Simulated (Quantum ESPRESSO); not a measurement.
## Collinear magnetic orders of Ti2FeS4 (Heideite) with Quantum ESPRESSO

A self-consistent run ends on one state, which hangs on the start. Several orders of Ti2FeS4 (Heideite) are started in Quantum ESPRESSO and their energies compared.

Method: LDA with U = 4.5 eV on Fe d and U = 3 eV on Ti d (ortho-atomic projectors); plane waves with GBRV 1.5 LDA potentials, no spin-orbit coupling, in Quantum ESPRESSO 7.5.

Report form: the programs' logs are mostly left out.

The database entry behind the starting cell has ideal inner coordinates that were not refined, so it need not match the best structure at ambient conditions.

## (1) Starting point

It takes space group C2/m (No. 12, monoclinic). The conventional cell has a = 13.340 Å, b = 3.437 Å, c = 5.953 Å, α = 90.00°, β = 116.40°, γ = 90.00°. Ti has 6 S at 2.48 Å nearest. Nearest to Fe lie 6 S at 2.48 to 2.49 Å. S has 3 Ti at 2.48 Å and 2 Fe at 2.48 Å nearest. Nearest to S lie 3 Ti at 2.48 Å and 1 Fe at 2.49 Å. Farther neighbours and most contacts between anions are not listed.

The cell comes from the Crystallography Open Database.

## (2) Start 1: ferro +++

The signs are those of the starting moments on the seeded atoms, the atoms that are given a moment.

Input file pw.in:

```
&CONTROL
  calculation = 'scf'
  prefix = 'pwscf'
  outdir = './tmp'
  pseudo_dir = './pseudo'
  disk_io = 'nowf'
/
&SYSTEM
  ibrav = 0
  celldm(1) = 8
  nat = 7
  ntyp = 3
  ecutwfc = 40
  ecutrho = 280
  nbnd = 46
  occupations = 'smearing'
  smearing = 'fd'
  degauss = 0.00367493
  nspin = 2
  starting_magnetization(1) = 0.0833
  starting_magnetization(2) = 0.25
  starting_magnetization(3) = 0
/
&ELECTRONS
  conv_thr = 1.4d-08
  electron_maxstep = 150
  mixing_beta = 0.3
/
ATOMIC_SPECIES
Ti     47.8670 ti_lda_v1.4.uspp.F.UPF
Fe     55.8450 fe_lda_v1.5.uspp.F.UPF
S      32.0600 s_lda_v1.4.uspp.F.UPF
CELL_PARAMETERS alat
   1.5755106154370   -0.4059367931462    0.0000000000000
   1.5755106154370    0.4059367931462    0.0000000000000
  -0.6253371129641    0.0000000000000    1.2594962122191
ATOMIC_POSITIONS crystal
Ti      0.2500000000    0.2500000000    0.2500000000
Ti      0.7500000000    0.7500000000    0.7500000000
Fe      0.0000000000    0.0000000000    0.0000000000
S       0.3750000000    0.3750000000    0.0416700000
S       0.6250000000    0.6250000000    0.9583300000
S       0.8750000000    0.8750000000    0.5416700000
S       0.1250000000    0.1250000000    0.4583300000
K_POINTS automatic
6 6 6 0 0 0
HUBBARD {ortho-atomic}
U Ti-3d 3.0000
U Fe-3d 4.5000
```

Launch:

```
$ OMP_NUM_THREADS=1 mpirun -n 8 pw.x -nk 8 -in pw.in > pw.out
```

Elapsed: 1.9 min, on 8 MPI ranks of AMD EPYC 9R45 (Zen 5), shared host; peak memory 1.6 GiB; 15 min of CPU time.

Spin moment in the atom's sphere by atom:

```tsv
atom	spin moment in the atom's sphere (μB)
Ti1	0.83
Ti2	0.83
Fe3	3.49
S4	0.03
S5	0.03
S6	0.00
S7	0.00
```

Numbers from this step:

```
smearing term TS       : 0.02337 eV
magnetization          : 5.949 μB
absolute magnetization : 6.074 μB
final state            : ferromagnetic
```

Spin density in the ac plane of the conventional cell at fractional y = 0.000, with atoms of Ti and Fe and S within 0.2 Å of it.

Ten even steps from '0' (0.0 e/Å³) to '9' (7.0 e/Å³), each cell a mean:
```
71000000000000000000000000000000000006
10000000000000000000000000000000000002
00000000000000000000000000000100000000
00000000000000000000000000000000000000
00000000000000000000000000001000000000
00000000000000000000000000000000000000
00000000000000000000000000000000000000
00000000000000000000000000000000000000
00000000000000000000000000000000000000
00000000000000000000000000000000000000
00000000001000000000000000000000000000
00000000000000000000000000000000000000
00000000000000000000000000000000000000
00000000000000000000000000000000000000
42000000000000000000000000000000000001
91000000000000000000000000000000000005
```
Columns run along a (13.3 Å), rows up along c (6.0 Å), edges of the conventional cell, whose origin can differ from the input's. Atoms in or near the plane, at fractional coordinates: Ti at (0.25, 0.25), Ti at (0.75, 0.75), Fe at (0.00, 0.00), S at (0.38, 0.04), S at (0.63, 0.96), S at (0.88, 0.54), S at (0.12, 0.46).

Valence density in the ac plane of the conventional cell at fractional y = 0.000, with atoms of Ti and Fe and S within 0.2 Å of it. It is the smooth field of the valence electrons, not physical close to the nuclei.

Ten steps, logarithmic in the rise over the least value, from '0' (0 e/Å³) to '9' (22 e/Å³), each cell a mean:
```
96210000001233332100133333311111111379
52100000001233221001233333223442111356
10000000001121100001133332246762111222
00000000001110000000122211376762112221
00000111110000000000001111477742223321
00001222110000000000000001466422333321
00123333210000000000000001222123333321
00233333210000000000000001111123333310
01333333211111000000000000000123333200
02333332234321000000000000000123322100
02333322467621000000000000000112110000
11222213767621111100000000000111000000
11211114777422232210000011111000000000
34311114664223333210001122211000000002
88421112221233333210012333321000000126
99421111111233333210123333321000011269
```
Columns run along a (13.3 Å), rows up along c (6.0 Å), edges of the conventional cell, whose origin can differ from the input's. Atoms in or near the plane, at fractional coordinates: Ti at (0.25, 0.25), Ti at (0.75, 0.75), Fe at (0.00, 0.00), S at (0.38, 0.04), S at (0.63, 0.96), S at (0.88, 0.54), S at (0.12, 0.46).

## (3) Run 2, typed as ferri ++−

pw.in, as its differences from that of step 2:

```diff
@@ -14,3 +14,3 @@
   ecutrho = 280
-  nbnd = 46
+  nbnd = 44
   occupations = 'smearing'
@@ -20,3 +20,3 @@
   starting_magnetization(1) = 0.0833
-  starting_magnetization(2) = 0.25
+  starting_magnetization(2) = -0.25
   starting_magnetization(3) = 0
```

Elapsed: 3.7 min, on 8 MPI ranks; peak memory 1.6 GiB.

Spin moment in the atom's sphere by atom:

```tsv
atom	spin moment in the atom's sphere (μB)
Ti1	0.59
Ti2	0.59
Fe3	-3.22
S4	-0.06
S5	-0.06
S6	-0.06
S7	-0.06
```

Numbers from this step:

- smearing term TS: 0.02969 eV
- magnetization: -2.016 μB
- absolute magnetization: 5.175 μB
- final state: ferrimagnetic

Spin density in the ac plane of the conventional cell at fractional y = 0.000, with atoms of Ti and Fe and S within 0.2 Å of it.

Ten even steps from '0' (-6.3 e/Å³) to '9' (0.5 e/Å³), each cell a mean:
```
38999999999999999999999999999999999983
89999999999999999999999999999999999987
99999999999999999999999999999999999988
99999999999999999999999999999999999999
99999999999999999999999999999999999999
99999999999999999999999999999999999999
99999999999999999999999999999999999999
99999999999999999999999999999999999999
99999999999999999999999999999999999999
99999999999999999999999999999999999999
99999999999999999999999999999999999999
99999999999999999999999999999999999999
99999999999999999999999999999999999999
88999999999999999999999999999999999999
57899999999999999999999999999999999998
06899999999999999999999999999999999984
```
Columns run along a (13.3 Å), rows up along c (6.0 Å), edges of the conventional cell, whose origin can differ from the input's. Atoms in or near the plane, at fractional coordinates: Ti at (0.25, 0.25), Ti at (0.75, 0.75), Fe at (0.00, 0.00), S at (0.38, 0.04), S at (0.63, 0.96), S at (0.88, 0.54), S at (0.12, 0.46).

Valence density in the ac plane of the conventional cell at fractional y = 0.000, with atoms of Ti and Fe and S within 0.2 Å of it. It is the smooth field of the valence electrons, not physical close to the nuclei.

Values in e/Å³, 9 rows by 16 columns, each cell a mean:
```
 6  0  0  0  0  1  1  0  0  1  1  0  1  0  0  9
 0  0  0  0  0  0  0  0  0  1  1  2  5  0  0  1
 0  0  0  0  0  0  0  0  0  0  0  5  4  0  1  0
 0  0  1  0  0  0  0  0  0  0  0  1  1  1  1  0
 0  1  1  1  0  0  0  0  0  0  0  0  0  1  1  0
 0  1  1  1  3  0  0  0  0  0  0  0  0  1  0  0
 0  1  0  4  6  0  0  0  0  0  0  0  0  0  0  0
 1  0  0  4  2  1  1  0  0  0  0  0  0  0  0  0
14  1  0  0  0  1  1  0  0  1  1  1  0  0  0  6
```
Columns run along a (13.3 Å), rows up along c (6.0 Å), edges of the conventional cell, whose origin can differ from the input's. Atoms in or near the plane, at fractional coordinates: Ti at (0.25, 0.25), Ti at (0.75, 0.75), Fe at (0.00, 0.00), S at (0.38, 0.04), S at (0.63, 0.96), S at (0.88, 0.54), S at (0.12, 0.46).

## (4) Run 3 (ferri +−+)

pw.in, as its differences from that of step 3:

```diff
@@ -11,6 +11,6 @@
   nat = 7
-  ntyp = 3
+  ntyp = 4
   ecutwfc = 40
   ecutrho = 280
-  nbnd = 44
+  nbnd = 45
   occupations = 'smearing'
@@ -20,4 +20,5 @@
   starting_magnetization(1) = 0.0833
-  starting_magnetization(2) = -0.25
-  starting_magnetization(3) = 0
+  starting_magnetization(2) = -0.0833
+  starting_magnetization(3) = 0.25
+  starting_magnetization(4) = 0
 /
@@ -29,3 +30,4 @@
 ATOMIC_SPECIES
-Ti     47.8670 ti_lda_v1.4.uspp.F.UPF
+Ti1    47.8670 ti_lda_v1.4.uspp.F.UPF
+Ti2    47.8670 ti_lda_v1.4.uspp.F.UPF
 Fe     55.8450 fe_lda_v1.5.uspp.F.UPF
@@ -37,4 +39,4 @@
 ATOMIC_POSITIONS crystal
-Ti      0.2500000000    0.2500000000    0.2500000000
-Ti      0.7500000000    0.7500000000    0.7500000000
+Ti1     0.2500000000    0.2500000000    0.2500000000
+Ti2     0.7500000000    0.7500000000    0.7500000000
 Fe      0.0000000000    0.0000000000    0.0000000000
@@ -47,3 +49,4 @@
 HUBBARD {ortho-atomic}
-U Ti-3d 3.0000
+U Ti1-3d 3.0000
+U Ti2-3d 3.0000
 U Fe-3d 4.5000
```

Elapsed: 4.1 min, on 8 MPI ranks; peak memory 1.6 GiB.

Spin moment in the atom's sphere by atom:

```tsv
atom	spin moment in the atom's sphere (μB)
Ti1	0.32
Ti2	-0.42
Fe3	3.17
S4	0.03
S5	0.02
S6	0.02
S7	0.03
```

This step gave:

```
smearing term TS       : 0.04690 eV
magnetization          : 3.253 μB
absolute magnetization : 4.447 μB
final state            : ferrimagnetic
```

## (5) Ranking

An order is kept where moments of 0.15 μB or more survive with the typed signs; meshes match where a doubled cell samples the same k points as the first cell.

Ferrimagnetic means that a moment over 0.15 μB on a transition or rare-earth metal, induced ones included, opposes the net moment. Orders:

```tsv
start	final state	typed order kept	energy over the lowest (meV a seeded atom)	largest site moment (μB)	net moment (μB a cell of the first run)	mesh matched	CPU time (s)
ferro +++	ferromagnetic	yes	0	3.488	5.949	yes	906.7
ferri ++-	ferrimagnetic	yes	44.28	3.22	2.016	yes	1789
ferri +-+	ferrimagnetic	yes	68.36	3.168	3.253	yes	1975
```

## (6) Fillings of the first corrected shells

```tsv
start	type	spin	occupation numbers
ferro +++	Ti	up	0.195 0.258 0.264 0.492 0.510
ferro +++	Ti	down	0.064 0.068 0.081 0.213 0.220
ferro +++	Ti	up	0.195 0.258 0.264 0.492 0.510
ferro +++	Ti	down	0.064 0.068 0.081 0.213 0.220
ferri ++-	Ti	up	0.247 0.254 0.261 0.381 0.417
ferri ++-	Ti	down	0.081 0.087 0.090 0.258 0.260
ferri ++-	Ti	up	0.247 0.254 0.261 0.381 0.417
ferri ++-	Ti	down	0.081 0.087 0.090 0.258 0.260
ferri +-+	Ti1	up	0.143 0.160 0.289 0.290 0.481
ferri +-+	Ti1	down	0.097 0.157 0.188 0.258 0.267
ferri +-+	Ti2	up	0.098 0.123 0.127 0.270 0.272
ferri +-+	Ti2	down	0.207 0.254 0.262 0.343 0.375
```

## (7) Results

| Property | Result |
| --- | --- |
| moments, largest by run | 3.49, 3.22, 3.17 μB |
| spread of the energies of the runs with moments | 68.4 meV a seeded atom |

In words: Under a U these runs seem to end in unlike orbital states: the fillings of their corrected shells differ, or their energies lie too far apart for exchange alone. The differences are then no exchange energies, and the ranking says little of the magnetic order. Seeding all runs from one set of occupation matrices is the usual remedy.

[Logs and program files are shortened in this print: banners, set-up blocks, solver, clock and traceback lines can be left out without a mark of their own.]

[Logs are printed without paths, hosts, clocks, repeated set-up lines and the standing remarks that a program may print on its own settings, such as how far it seeks lower states.]

[Hosts, paths, dates, database ids (printed as entryN), source tags and the programs' standing remarks are cut or masked in the printed files.]

[Where a cell is said to come from a database of computed structures, the database is the Materials Project.]
